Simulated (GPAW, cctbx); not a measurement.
# Ga2Re: the scripts behind a bonding study

Short scripts, each with its output. The cell comes from substitution in a known structure type and wasn't matched to any measured phase.

## 1. Relax the structure

```text
cell
1.0
     3.588000000    0.000000000    0.000000000
    -1.794000000    3.107299149    0.000000000
     0.000000000    0.000000000    9.088000000
Re Ga
2 4
Direct
0.666666667 0.333333333 0.750000000
0.333333333 0.666666667 0.250000000
0.666666667 0.333333333 0.457400000
0.333333333 0.666666667 0.957400000
0.666666667 0.333333333 0.042600000
0.333333333 0.666666667 0.542600000
```

```python
from ase.constraints import FixSymmetry
from ase.filters import FrechetCellFilter
from ase.io import read, write
from ase.optimize import BFGS
from ase.parallel import parprint
from gpaw import GPAW, PW, FermiDirac

atoms = read("start.vasp")
atoms.set_constraint(FixSymmetry(atoms))
atoms.calc = GPAW(mode=PW(570), xc="PBE", kpts={"size": (6, 6, 2), "gamma": True},
                 occupations=FermiDirac(0.1), maxiter=120, symmetry={"tolerance": 1e-5}, txt="relax.txt")
BFGS(FrechetCellFilter(atoms), maxstep=0.15).run(fmax=0.03, steps=40)
parprint("cell  %.4f %.4f %.4f  %.2f %.2f %.2f" % tuple(atoms.cell.cellpar()))
parprint("volume %.3f A^3, largest force %.3f eV/A, largest stress %.2f GPa" % (atoms.get_volume(), abs(atoms.get_forces()).max(), 160.218 * abs(atoms.get_stress()).max()))
atoms.set_constraint()
write("relaxed.vasp", atoms, direct=True)
```

```console
$ OMP_NUM_THREADS=1 mpirun -n 4 gpaw python run.py > gpaw.log
```

```text
      Step        Energy          fmax
BFGS:    0      -29.450266        4.539032
BFGS:    1      -30.594915        3.797402
BFGS:    2      -32.318001        1.696218
BFGS:    3      -32.700964        0.251508
BFGS:    4      -32.704018        0.247930
BFGS:    5      -32.707611        0.221266
BFGS:    6      -32.714889        0.160442
BFGS:    7      -32.721715        0.207907
BFGS:    8      -32.726372        0.288202
BFGS:    9      -32.728928        0.309097
BFGS:   10      -32.732562        0.291644
BFGS:   11      -32.738094        0.211126
BFGS:   12      -32.742824        0.099137
BFGS:   13      -32.744215        0.031986
BFGS:   14      -32.744341        0.005015
cell  3.5364 3.5364 9.2091  90.00 90.00 120.00
volume 99.738 A^3, largest force 0.005 eV/A, largest stress 0.03 GPa
```

Time: 89 s on 4 cores of Intel(R) Xeon(R) Platinum 8488C (Sapphire Rapids) (shared host), peak memory 1.1 GiB.

## 2. Build the all-electron density and subtract free atoms

```text
cell
1.0
     3.536360430    0.000000000    0.000000000
    -1.768180210    3.062577970    0.000000000
     0.000000000    0.000000000    9.209058800
Re Ga
2 4
Direct
0.666666670 0.333333330 0.750000000
0.333333330 0.666666670 0.250000000
0.666666670 0.333333330 0.420146150
0.333333330 0.666666670 0.920146150
0.666666670 0.333333330 0.079853850
0.333333330 0.666666670 0.579853850
```

```python
import numpy as np
from ase.io import read
from ase.units import Bohr
from gpaw import GPAW, PW, FermiDirac
from gpaw.calculator import GPAW as OldGPAW
from gpaw.mpi import serial_comm, world
from scipy.special import erfc
from scipy.spatial import cKDTree

atoms = read("cell.vasp")
atoms.calc = GPAW(mode=PW(450), xc="PBE", kpts={"size": (8, 8, 3), "gamma": True},
                 occupations=FermiDirac(0.1), maxiter=120, symmetry={"tolerance": 1e-5}, txt="scf.txt")
atoms.get_potential_energy()
rho = atoms.calc.get_all_electron_density(gridrefinement=2)
moments = atoms.get_magnetic_moments() if atoms.calc.get_number_of_spins() == 2 else np.zeros(len(atoms))
total = atoms.get_magnetic_moment() if moments.any() else 0.0
if world.rank == 0:
    free = OldGPAW(mode=PW(450), xc="PBE", txt=None, communicator=serial_comm)
    neutral = atoms.copy()
    neutral.set_initial_magnetic_moments(None)
    free.initialize(neutral)
    free.set_positions(neutral)
    drho = rho - free.get_all_electron_density(gridrefinement=2)
    # GPAW starts from confined atoms: exchange their smooth part for that of the datasets' free atoms
    h = np.stack(np.meshgrid(*[np.fft.fftfreq(n, 1 / n) for n in drho.shape], indexing="ij"), -1)
    gabs = np.linalg.norm(h @ atoms.cell.reciprocal(), axis=-1)
    tails = np.fft.fftn(free.get_pseudo_density(gridrefinement=2))
    g, form, v0 = np.linspace(0, gabs.max(), 1500), {}, 0
    for e in set(atoms.symbols):
        idx = atoms.symbols.search(e)
        d = free.setups[idx[0]].data
        r, w = d.rgd.r_g * Bohr, d.rgd.r_g**2 * d.rgd.dr_g
        j0 = np.sinc(2 * g[:, None] * r)
        smooth = sum(f * p**2 for f, p in zip(d.f_j, d.phit_jg)) + np.sqrt(4 * np.pi) * d.nct_g
        full = sum(f * p**2 for f, p in zip(d.f_j, d.phi_jg)) + np.sqrt(4 * np.pi) * d.nc_g
        phase = sum(np.exp(-2j * np.pi * h @ s) for s in atoms.get_scaled_positions()[idx])
        tails -= np.interp(gabs, g, j0 @ (smooth * w)) * phase * drho.size / atoms.get_volume()
        form[e] = j0 @ (full * w)
        v0 += 2 * np.pi / 3 * 14.3996 * (full * w * r**2).sum() * len(idx)  # V A^3
    tails *= 0.5 * erfc((gabs - 1.8) / 0.25)  # the tails differ at long wavelengths alone
    drho += np.fft.ifftn(tails).real  # crystal minus superposed spherical free atoms
    np.save("drho.npy", drho)
    dv = atoms.get_volume() / drho.size
    print("grid", drho.shape, " electrons %.3f" % (rho.sum() * dv), " moved by bonding %.3f e" % (abs(drho).sum() * dv / 2))
    pts = np.indices(drho.shape).reshape(3, -1).T / drho.shape @ atoms.cell
    shifts = (np.indices((3, 3, 3)).reshape(3, -1).T - 1) @ atoms.cell
    images = (atoms.positions[None] + shifts[:, None]).reshape(-1, 3)
    dist, idx = cKDTree(images).query(pts, k=4)
    out = drho.ravel()[dist[:, 0] > 0.5]
    print("deformation density beyond 0.5 A of the nuclei: max %.3f, min %.3f e/A^3" % (out.max(), out.min()))
    tie = dist < dist[:, :1] + 1e-4
    q = -np.bincount((idx % len(atoms))[tie], (drho.ravel()[:, None] / tie.sum(1, keepdims=True) * tie)[tie], len(atoms)) * dv
    print("atom        x       y       z   Voronoi charge  moment")
    for a, s, c, m in zip(atoms, atoms.get_scaled_positions(), q, moments):
        print("%-2s%-3d %7.4f %7.4f %7.4f %10.3f %10.2f" % (a.symbol, a.index + 1, *s, c, m))
    np.savez("free.npz", g=g, **form)
    print("mean inner potential of superposed free atoms %.3f V" % (v0 / atoms.get_volume()))
    print("total magnetic moment %.3f muB" % total)
```

```console
$ OMP_NUM_THREADS=1 mpirun -n 4 gpaw python run.py > gpaw.log
```

```text
grid (36, 36, 96)  electrons 274.000  moved by bonding 1.289 e
deformation density beyond 0.5 A of the nuclei: max 0.098, min -0.238 e/A^3
atom        x       y       z   Voronoi charge  moment
Re1    0.6667  0.3333  0.7500     -0.013       0.00
Re2    0.3333  0.6667  0.2500     -0.013       0.00
Ga3    0.6667  0.3333  0.4201      0.006       0.00
Ga4    0.3333  0.6667  0.9201      0.006       0.00
Ga5    0.6667  0.3333  0.0799      0.006       0.00
Ga6    0.3333  0.6667  0.5799      0.006       0.00
mean inner potential of superposed free atoms 25.195 V
total magnetic moment 0.000 muB
```

Time: 15 s.

## 3. Fourier-transform the difference

```python
from cctbx import adptbx, crystal, miller, xray
from cctbx.eltbx import tiny_pse
import numpy as np

cs = crystal.symmetry(unit_cell=(3.5364, 3.5364, 9.2091, 90, 90, 120), space_group_symbol='Hall: -P 6c 2c')  # P6_3/mmc
atoms = [  # label, site, U (iso, or U11 U22 U33 U12 U13 U23 in A^2), occupancy
    ("Re1", (2/3, 1/3, 0.75), 0.0000, 1),
    ("Ga1", (2/3, 1/3, 0.42015), 0.0000, 1),
]
xs = xray.structure(crystal_symmetry=cs)
for label, site, u, occ in atoms:
    u = adptbx.u_cif_as_u_star(cs.unit_cell(), u) if isinstance(u, tuple) else u
    xs.add_scatterer(xray.scatterer(label, site=site, u=u, occupancy=occ))
xs.scattering_type_registry(table="wk1995")
drho = np.load("drho.npy")
T = np.array([[1, 0, 0], [0, 1, 0], [0, 0, 1]])  # conventional axes in terms of the primitive ones
dF = np.fft.ifftn(drho) * 99.73760  # electrons a conventional cell, indexed by primitive hkl
ms = miller.build_set(cs, anomalous_flag=False, d_min=0.9).sort("resolution")
iam = ms.structure_factors_from_scatterers(xs, algorithm="direct").f_calc()
p1 = xs.expand_to_p1()
z = np.array([tiny_pse.table(sc.scattering_type).atomic_number() for sc in p1.scatterers()])
x = np.array(p1.sites_frac())
free = np.load("free.npz")
print("static structure factors of the conventional cell: F in electrons, V (Mott-Bethe) in volts")
print("   h  k  l      d  |F| table  |F| free   |F| DFT   change   |V| free  |V| DFT  change %")
for h, d, table in list(zip(ms.indices(), ms.d_spacings().data(), iam.data()))[:16]:
    df = dF[tuple(np.rint(np.linalg.solve(T, h)).astype(int))]
    phase = np.exp(2j * np.pi * x @ h)
    f = sum(np.interp(1 / d, free["g"], free[sc.scattering_type]) * p for sc, p in zip(p1.scatterers(), phase))
    fz = (z * phase).sum()
    c = 14.3996 * d * d / (np.pi * cs.unit_cell().volume())
    v0, v1 = abs(fz - f) * c, abs(fz - f - df) * c
    print("%4d%3d%3d %7.4f %9.3f %9.3f %9.3f %8.3f %9.3f %8.3f %8s" % (h + (d, abs(table), abs(f), abs(f + df), abs(f + df) - abs(f), v0, v1, "%.1f" % (100 * (v1 / v0 - 1)) if v0 > 0.02 else "-")))
```

```console
$ python run.py
```

```text
static structure factors of the conventional cell: F in electrons, V (Mott-Bethe) in volts
   h  k  l      d  |F| table  |F| free   |F| DFT   change   |V| free  |V| DFT  change %
   0  0  2  4.6046    79.475    79.401    79.607    0.207     3.858    3.657     -5.2
   1  0  0  3.0626   118.630   118.638   118.801    0.162     7.915    7.845     -0.9
   1  0  1  2.9061    70.107    70.047    70.106    0.059     3.187    3.164     -0.7
   1  0  2  2.5501    36.687    36.664    36.598   -0.066     1.499    1.519      1.3
   0  0  4  2.3023    83.086    83.033    82.389   -0.644     3.555    3.712      4.4
   1  0  3  2.1681   188.334   187.958   187.489   -0.469    10.607   10.708      1.0
   1  0  4  1.8403    39.278    39.251    39.176   -0.075     1.488    1.500      0.8
   1  1  0  1.7682   203.265   202.604   202.467   -0.137    10.258   10.278      0.2
   1  1  2  1.6507    66.231    66.235    66.254    0.019     2.144    2.142     -0.1
   1  0  5  1.5784    52.683    52.712    52.744    0.032     1.564    1.560     -0.2
   0  0  6  1.5349   191.025   190.408   190.120   -0.288     8.934    8.965      0.3
   2  0  0  1.5313    95.769    95.459    95.210   -0.249     4.476    4.503      0.6
   2  0  1  1.5106    59.865    59.863    59.896    0.034     1.929    1.925     -0.2
   2  0  2  1.4531    31.858    31.873    31.858   -0.016     0.952    0.953      0.2
   1  1  4  1.4023    72.020    72.019    72.117    0.099     2.314    2.305     -0.4
   1  0  6  1.3722    90.528    90.286    90.301    0.015     3.996    3.994     -0.0
```

Time: 0.33 s on 1 core of Intel(R) Xeon(R) Platinum 8488C (Sapphire Rapids) (shared host), peak memory 0.08 GiB.

[Outputs are excerpts: Python notices, other lines and further rows are left out; steps that failed or that the build refused (PBEsol, TPSS) are not shown.]

[Logs are printed without paths, hosts, clocks, repeated set-up lines and the standing remarks that a program may print on its own settings, such as how far it seeks lower states.]
